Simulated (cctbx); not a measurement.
## Symmetry from intensities

Cell: a = 4.4560 Å, b = 4.4560 Å, c = 7.7120 Å, α = 90.00°, β = 90.00°, γ = 120.00°. Expected content of the cell: Ba1 V2 Mg2.

Simulated single-crystal data (cctbx): Mo Kα, λ = 0.71073 Å, to d = 0.84 Å, 50 % of the full sphere, strongest reflection 40000 counts, noise from counting, a 2 % proportional error and a noise floor of 15 counts (s.d.); no absorption.

Tests on the unmerged data give:

```text
447 reflections to d = 0.842 A
centring   violations  <I/sigma> of those
    A        215 of   223     32.9
    B        215 of   224     32.9
    C        202 of   209     33.7
    I        206 of   216     32.2
    R        268 of   285     30.7
    F        316 of   328     33.1
Laue class    unique    Rint  (classes that these axes allow; Friedel mates merged)
P -1              337   0.012
P 1 1 2/m         228   0.326
P -3              154   0.016
P -3 1 m           99   0.377
P -3 m 1          111   0.018
P 6/m              88   0.373
P 6/m m m          71   0.382
space group    extra absences  I>4sigma  <I/sigma>
P 3 2 1                 0          0         -  acentric
P 3 m 1                 0          0         -  acentric
P -3 m 1                0          0         -  centric
Wilson B = 1.58 A^2   <|E^2-1|> = 0.642 (0.968 centric, 0.736 acentric)   E^2>4: 0.0 %
shell (A)         n   <I/sigma>
 7.71 - 1.68     21     63.7
 1.68 - 1.33     13     63.7
 1.33 - 1.17     12     48.0
 1.17 - 1.06     14     55.5
 1.06 - 0.98     14     77.4
 0.98 - 0.93     15     49.1
 0.93 - 0.88      7     38.7
 0.88 - 0.84     15     54.4
```

**Question.** What are the lattice type, the Laue class and the likely space group?

Every centring test has many violations, so the lattice is primitive.

Rint stays low (0.012 to 0.018) up to P -3 m 1 and is 0.326 or more in the other classes.

3 settings pass the absence test. No glide or screw absences show, which leaves P 3 2 1, P 3 m 1 and P -3 m 1.

⟨|E²−1|⟩ = 0.642 leans to a non-centrosymmetric structure, or to twinning, which lowers it. Here that hint misleads: the statistic assumes many like atoms on general positions, and few, heavy or special-position atoms break it. The Wilson B of 1.58 Å² means U ≈ 0.0200 Å².

The true group is P-3m1 (no. 164), Laue class -3m, centrosymmetric. The tables only narrow the choice to the tied entries; cell content, site symmetry and trial solutions must settle it.

The model was made for the exercise: a known structure type with other elements put in, its volume estimated, not relaxed; displacement parameters are assumed.

[Logs are printed without paths, hosts, clocks, repeated set-up lines and the standing remarks that a program may print on its own settings, such as how far it seeks lower states.]
